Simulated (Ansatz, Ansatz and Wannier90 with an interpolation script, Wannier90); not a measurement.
# From a coarse GW mesh to bands everywhere: SrTiO3 (Tausonite), part 3 of 3

Wanted: quasiparticle gap and band widths of SrTiO3 (Tausonite) over the whole zone.

Ansatz 0.2.0; LDA, Wannier functions and G0W0, plane waves, PAW. Known limits of the many-body steps: not at the basis limit; no spin-orbit coupling; coarse k mesh.

So far. Step 4 (Wannier functions by Wannier90 (O:2p Ti:3d) on 8×8×8): Near the gap the model misses directly solved bands by 0.2 meV r.m.s. and by 1 meV at most in the window tested. This tests the starting bands, not the corrections carried with them. Step 5 (G0W0 at every point of the mesh: 4×4×4 mesh, 248 empty …): The gap on the mesh goes from 1.76 eV to 3.46 eV, a correction of +1.70 eV.

### 6. Interpolating the corrections

A script adds the corrections, carried to the Wannier functions and back, to the LDA levels, along the path and on a 13×13×13 mesh.

| Item | Value |
| --- | --- |
| G0W0 gap over the zone | 3.458 eV |
| valence top at | R |
| conduction bottom at | Γ |
| starting gap over the zone | 1.763 eV |
| least direct G0W0 gap | 3.806 eV |
| G0W0 gap on the mesh | 3.459 eV |
| valence width, start | 4.734 eV |
| valence width, G0W0 | 4.808 eV |
| gap by a rigid shift | 3.458 eV |

Levels solved directly plus the interpolated quasiparticle correction. Limits: finite bands, cutoff and mesh; no spin-orbit coupling; coarse k mesh. Quasiparticle bands along the path, in eV, zero at the valence-band top of each set:

```csv
point,band 17,band 18,band 19,band 20,band 21
Γ,-1.25,-0.35,-0.35,-0.35,3.46
halfway,-1.72,-1.72,-0.60,-0.60,3.56
X,-2.35,-2.11,-0.76,-0.76,3.66
halfway,-2.00,-1.53,-1.35,-0.68,4.59
M,-1.84,-1.68,-1.68,-0.09,5.42
halfway,-1.79,-1.43,-1.06,-0.78,4.47
Γ,-1.25,-0.35,-0.35,-0.35,3.46
halfway,-2.89,-0.96,-0.96,-0.67,4.98
R,-3.71,0.00,0.00,0.00,6.09
halfway,-2.76,-0.99,-0.86,-0.56,5.10
X,-2.35,-2.11,-0.76,-0.76,3.66
jump to R,-3.71,0.00,0.00,0.00,6.09
halfway,-3.16,-0.72,-0.72,-0.05,5.70
M,-1.84,-1.68,-1.68,-0.09,5.42
```

The same for LDA:

```csv
point,band 17,band 18,band 19,band 20,band 21
Γ,-1.19,-0.35,-0.35,-0.35,1.76
X,-2.40,-2.03,-0.73,-0.73,1.94
M,-1.73,-1.58,-1.58,-0.09,3.75
Γ,-1.19,-0.35,-0.35,-0.35,1.76
R,-3.77,0.00,0.00,0.00,4.43
X,-2.40,-2.03,-0.73,-0.73,1.94
R,-3.77,0.00,0.00,0.00,4.43
M,-1.73,-1.58,-1.58,-0.09,3.75
```

Minima of the lowest conduction band, from levels solved directly at the displaced points, plus the interpolated correction; masses are left empty at degenerate points, on flat bands and where the interpolated correction rules the curvature; G0W0 masses are rough. Conduction valleys, by row:

```csv
point,k (reciprocal lattice),valleys in the zone,G0W0 level above the valence top (eV),LDA level above the valence top (eV),G0W0 principal masses (m_e),LDA principal masses (m_e)
Γ,0.000 0.000 0.000,1,3.458,1.763,-,-
```

Second differences of levels solved directly at the displaced points, plus the interpolated correction, at the quasiparticle band edges; no spin-orbit coupling; left empty where the band is flat or the interpolated correction rules the curvature. Effective masses, by row:

```csv
carrier,point,Cartesian direction,band,LDA mass (m_e),G0W0 mass (m_e)
hole,R,100,19,0.81,0.77
hole,R,100,18,0.81,0.77
hole,R,010,19,0.81,0.77
hole,R,010,18,0.81,0.77
hole,R,001,19,0.81,0.77
hole,R,001,18,0.81,0.77
hole,R,110,20,2.923,2.944
hole,R,110,19,1.021,0.956
hole,R,110,18,0.8,0.761
hole,R,111,20,2.243,2.259
hole,R,111,19,0.941,0.886
hole,R,111,18,0.941,0.886
electron,Γ,100,21,6.069,5.106
electron,Γ,100,22,0.367,0.423
electron,Γ,100,23,0.367,0.423
electron,Γ,010,21,6.069,5.106
electron,Γ,010,22,0.367,0.423
electron,Γ,010,23,0.367,0.423
electron,Γ,001,21,6.069,5.106
electron,Γ,001,22,0.367,0.423
electron,Γ,001,23,0.367,0.423
electron,Γ,110,21,0.822,0.955
electron,Γ,110,22,0.598,0.662
electron,Γ,110,23,0.367,0.423
electron,Γ,111,21,0.637,0.751
electron,Γ,111,22,0.494,0.557
electron,Γ,111,23,0.494,0.557
```

Wannier model on a dense mesh, Gaussian width 0.15 eV. Limits: finite bands, cutoff and mesh; no spin-orbit coupling; coarse k mesh. The density of states by energy, zero at the valence-band top of each set; read off at these points; values in states/eV/cell:

```csv
energy (eV),G0W0,LDA
-6.00,0,0
-5.70,0,0
-5.40,0,0
-5.00,0.00242,0.00129
-4.70,0.382,0.457
-4.40,3.21,4.26
-4.10,4.09,4.48
-3.70,4.33,4.17
-3.40,4.96,4.69
-3.10,7.63,6.25
-3.00,8.67,7.86
-2.80,4.50,5.73
-2.50,2.18,2.1
-2.10,2.17,1.95
-1.80,3.37,3.34
-1.50,3.39,3.47
-1.20,5.72,5.79
-0.90,5.45,5.38
-0.50,2.76,2.81
-0.20,1.86,1.94
0.00,0.672,0.699
0.10,0.185,0.192
0.40,4.8e-5,5.0e-5
0.80,0,0
1.10,0,0
1.40,0,9.6e-5
1.70,0,0.0844
2.00,0,0.856
2.40,0,1.48
2.70,0,1.51
3.00,0,1.63
3.30,0.0183,2.95
3.60,0.613,4.93
4.00,1.35,3.26
4.30,1.24,1.41
4.60,1.79,0.895
4.90,2.88,1.03
5.30,5.19,1.45
5.40,5.63,1.4
5.60,3.89,0.894
5.90,1.84,0.947
```

Corrections by starting level (eV, on the run's own energy scale, so only their differences matter):

```csv
start,correction
-4.73,−0.21
-4.21,−0.11
-3.77,−0.22
-3.37,−0.24
-2.91,−0.22
-2.84,−0.42
-2.40,−0.24
-1.69,−0.31
-1.19,−0.34
-0.75,−0.32
-0.60,−0.28
0.00,−0.28
0.00,−0.28
1.76,+1.41
2.86,+1.36
3.35,+1.38
3.93,+1.39
4.43,+1.38
```

### 7. LDA+SOC bands, for comparison

The many-body steps leave out spin-orbit coupling, so its effect is taken from a two-component run, with twice the bands.

This step: DFT, LDA with spin-orbit coupling, plane waves, PAW.

File input.yaml:

```yaml
crystal:
  lattice:
    - [3.90528, 0.0, 0.0]
    - [0.0, 3.90528, 0.0]
    - [0.0, 0.0, 3.90528]
  atoms:
    - { symbol: Sr, position: [0.5, 0.5, 0.5] }
    - { symbol: Ti, position: [0.0, 0.0, 0.0] }
    - { symbol: O, position: [0.5, 0.0, 0.0] }
    - { symbol: O, position: [0.0, 0.5, 0.0] }
    - { symbol: O, position: [0.0, 0.0, 0.5] }
kpoints:
  mp_grid: { grid: [4, 4, 4] }
  band_path:
    path:
      - [[0.0, 0.0, 0.0], [0.0, 0.5, 0.0], [0.5, 0.5, 0.0], [0.0, 0.0, 0.0], [0.5, 0.5, 0.5], [0.0, 0.5, 0.0]]
      - [[0.5, 0.5, 0.5], [0.5, 0.5, 0.0]]
    npoints: 10
hamiltonian:
  xc: lda
scf:
  occupations: { method: fermi_dirac, width: 0.02 }
  n_extra_bands: 10
magnetization:
  noncollinear: true
  spin_orbit: true
output:
  eigenvalues: true
```

The run is started by

```bash
ansatz run input.yaml --threads 8 --pin off --max-ram 18432MiB --backend cpu --events-out ev --progress --plain --runs-dir out
```

Numbers of over 12 decimals in the logs are rounded to 6 here.

The program printed:

```text
[...]
non-collinear run that drives no moment, with spin-orbit: no starting moment large enough to seed its density (crystal.atoms[].spin), no starting occupations that ask for one, no magnetisation constraint and no magnetic field, so the semilocal B_xc is pinned to zero
Crystal: 5 atoms, lattice volume = 59.560 Å³
Basis set: ecut = 420 eV, 1189 PW (Γ)
Bands: 50, of which v1, the nominal top of the filled ones, is band 40 counted from 1 (39 counted from 0)
Symmetry: 48 space group operations + 48 with time reversal
[...]
k-points: 10 of 64
Projection manifold: j_resolved (fully-relativistic pseudo-atomic orbitals)
[...]
SCF iter   1: F=—  HF=-7570.387715 eV  |F-HF|=—  |Δ(HF+E_count)|=         —  Δρ=5.30e-2  dr2=1.39e0  dr2_m=0.00e0 (ungated)  ethr=3.10e-3  |M|=0.00e0 ∫|m|=0.00e0 μB  |m|>n=0.0e0 m-floor=0.0e0 τ_xc=0.0e0  β_m=0.30  ⟨swp⟩=11.2  Hψ=1402  notcnv=0
[...]
spin=Noncollinear: Resta preconditioning applied to the charge; magnetization (m_x, m_y, m_z) channels mix plain (no charge-response kernel on spin).
SCF iter   2: F=—  HF=-7570.189672 eV  |F-HF|=—  |Δ(HF+E_count)|=   1.98e-1  Δρ=3.62e-2  dr2=6.87e-1  dr2_m=0.00e0 (ungated)  ethr=3.10e-3  |M|=0.00e0 ∫|m|=0.00e0 μB  |m|>n=0.0e0 m-floor=0.0e0 τ_xc=0.0e0  β_m=0.62  ⟨swp⟩=2.1  Hψ=325  notcnv=0  defer=34
[...]
SCF iter   9: F=-7570.010582 eV  HF=-7570.010582 eV  |F-HF|=1.74e-9  |Δ(HF+E_count)|=   7.19e-8  Δρ=1.96e-6  dr2=2.57e-9  dr2_m=0.00e0 (ungated)  ethr=2.50e-10  |M|=0.00e0 ∫|m|=0.00e0 μB  |m|>n=0.0e0 m-floor=0.0e0 τ_xc=0.0e0  ⟨swp⟩=11.5  Hψ=928  notcnv=0
SCF 1 converged in 9 iterations: F = -7570.010582 eV  dr2 = 2.57e-9
[...]
SCF converged after 9 iterations
Magnetization: |M| = 0.0000 μB,  M = (+0.0000, +0.0000, +0.0000) μB
Absolute magnetization: 0.0000 μB (∫|m|)
  site 0: m = (+0.0000, +0.0000, +0.0000) μB, |m| = 0.0000 μB  (R = 1.14 Å)
  site 1: m = (+0.0000, +0.0000, +0.0000) μB, |m| = 0.0000 μB  (R = 0.81 Å)
  site 2: m = (+0.0000, +0.0000, +0.0000) μB, |m| = 0.0000 μB  (R = 0.81 Å)
  site 3: m = (+0.0000, +0.0000, +0.0000) μB, |m| = 0.0000 μB  (R = 0.81 Å)
  site 4: m = (+0.0000, +0.0000, +0.0000) μB, |m| = 0.0000 μB  (R = 0.81 Å)
Free energy (F): -7570.010582 eV
[...]
Internal energy: -7570.010582 eV  (E = F + TS)
E sigma→0 (E₀):  -7570.010582 eV
Fermi energy:    10.491964 eV
[...]
--- Band table (eV; the first three rows and the last of 10) ---
  k-point 0: bands = [... 36 lower, 9.2822, 9.2822, 9.2822, 9.2822, 11.3636, 11.3636, 11.3636, 11.3636, ... 6 higher]
  k-point 1: bands = [... 36 lower, 8.9926, 8.9926, 9.0334, 9.0334, 11.4567, 11.4567, 12.4567, 12.4567, ... 6 higher]
  k-point 2: bands = [... 36 lower, 8.8587, 8.8587, 8.8961, 8.8961, 11.5450, 11.5450, 13.3422, 13.3422, ... 6 higher]
  k-point 9: bands = [... 36 lower, 9.6160, 9.6160, 9.6160, 9.6160, 14.0342, 14.0342, 14.0342, 14.0342, ... 6 higher]
```

Wall time 5.8 s (8 threads of Arm Neoverse V1, shared host); peak memory 0.71 GiB.

This step gave:

```
filled bands         : 40
gap                  : 1.748 eV
valence top at       : R
conduction bottom at : Γ
least direct gap     : 2.081 eV
```

The gap stands −0.02 eV against LDA.

Electronic bands along the path, in eV, zero at the top of the highest nominally filled band:

```csv
point,band 37,band 38,band 39,band 40,band 41,band 42,band 43,band 44
Γ,-0.33,-0.33,-0.33,-0.33,1.75,1.75,1.75,1.75
halfway,-0.62,-0.62,-0.58,-0.58,1.84,1.84,2.84,2.84
X,-0.76,-0.76,-0.72,-0.72,1.93,1.93,3.73,3.73
halfway,-1.34,-1.34,-0.66,-0.66,2.92,2.92,3.74,3.74
M,-1.57,-1.57,-0.10,-0.10,3.74,3.74,3.76,3.76
halfway,-1.08,-1.08,-0.75,-0.75,2.81,2.81,2.96,2.96
Γ,-0.33,-0.33,-0.33,-0.33,1.75,1.75,1.75,1.75
halfway,-0.93,-0.93,-0.64,-0.64,3.28,3.28,3.33,3.33
R,0.00,0.00,0.00,0.00,4.42,4.42,4.42,4.42
halfway,-0.82,-0.82,-0.54,-0.54,3.42,3.42,3.92,3.92
X,-0.76,-0.76,-0.72,-0.72,1.93,1.93,3.73,3.73
jump to R,0.00,0.00,0.00,0.00,4.42,4.42,4.42,4.42
halfway,-0.68,-0.68,-0.05,-0.05,4.02,4.02,4.04,4.04
M,-1.57,-1.57,-0.10,-0.10,3.74,3.74,3.76,3.76
```

### 8. Results

```json
{"LDA gap": "1.76 eV", "G0W0 gap over the zone": "3.46 eV, indirect", "least direct G0W0 gap, in the model": "3.81 eV", "with the spin-orbit change": "3.44 eV", "GW settings": "4×4×4 mesh, 248 empty bands, screening to 150 eV", "known limits": "not at the basis limit; no spin-orbit coupling; coarse k mesh"}
```

In words: The Wannier model follows the LDA bands to under 1 meV r.m.s. near the gap. The G0W0 gap over the zone is 3.46 eV, indirect, from R to Γ; on the mesh alone it is 3.46 eV, nearly the same. The valence width in the model goes from 4.73 eV to 4.81 eV. At the band edge the lightest electron mass is 0.37 m_e at the start and 0.42 m_e in G0W0; the G0W0 masses rest on corrections from the 4×4×4 mesh alone and are rough. LDA+SOC gives a gap of 1.75 eV on the same path, a spin-orbit change of −0.02 eV that would bring the G0W0 gap to 3.44 eV. Against experiment, by G0W0@LDA with the spin-orbit change: the direct gap of 3.77 eV lies +0.005 eV from the measured 3.77 eV (direct, 300 K, 2013). An exciton line or allowed optical edge lies below the quasiparticle gap by the binding energy; a forbidden edge can push the onset above it. The calculation has static nuclei and no excitons; a measured gap holds zero-point and thermal motion, which mostly lowers it. Bands and cutoff are finite, so the gap is not at the basis limit. The miss can reach some tenths of an eV and take either sign; the mesh is an error of its own. Above the frozen window of the model the interpolated levels need not meet the computed ones, even at points of the mesh. The 4×4×4 mesh is coarse for this cell (its supercell is 16 Å along the shortest edge). The RPA ε∞ on it, from the LDA start, is 6.82; such meshes misread the long-range screening, most where the gap is narrow. This is the ideal cubic cell; many perovskites, halides above all, are cubic only on average, and local tilts or off-centring can widen the gap.

[Paths, hosts, dates, memory and timing lines, banners, echoed tables and standing remarks are left out of the program output.]

[Logs are printed without paths, hosts, clocks, repeated set-up lines and the standing remarks that a program may print on its own settings, such as how far it seeks lower states.]

[Runs of the session that timed out or met a known fault of the program may be left out.]

[Hosts, paths, dates, database ids (printed as entryN), source tags and the programs' standing remarks are cut or masked in the printed files.]
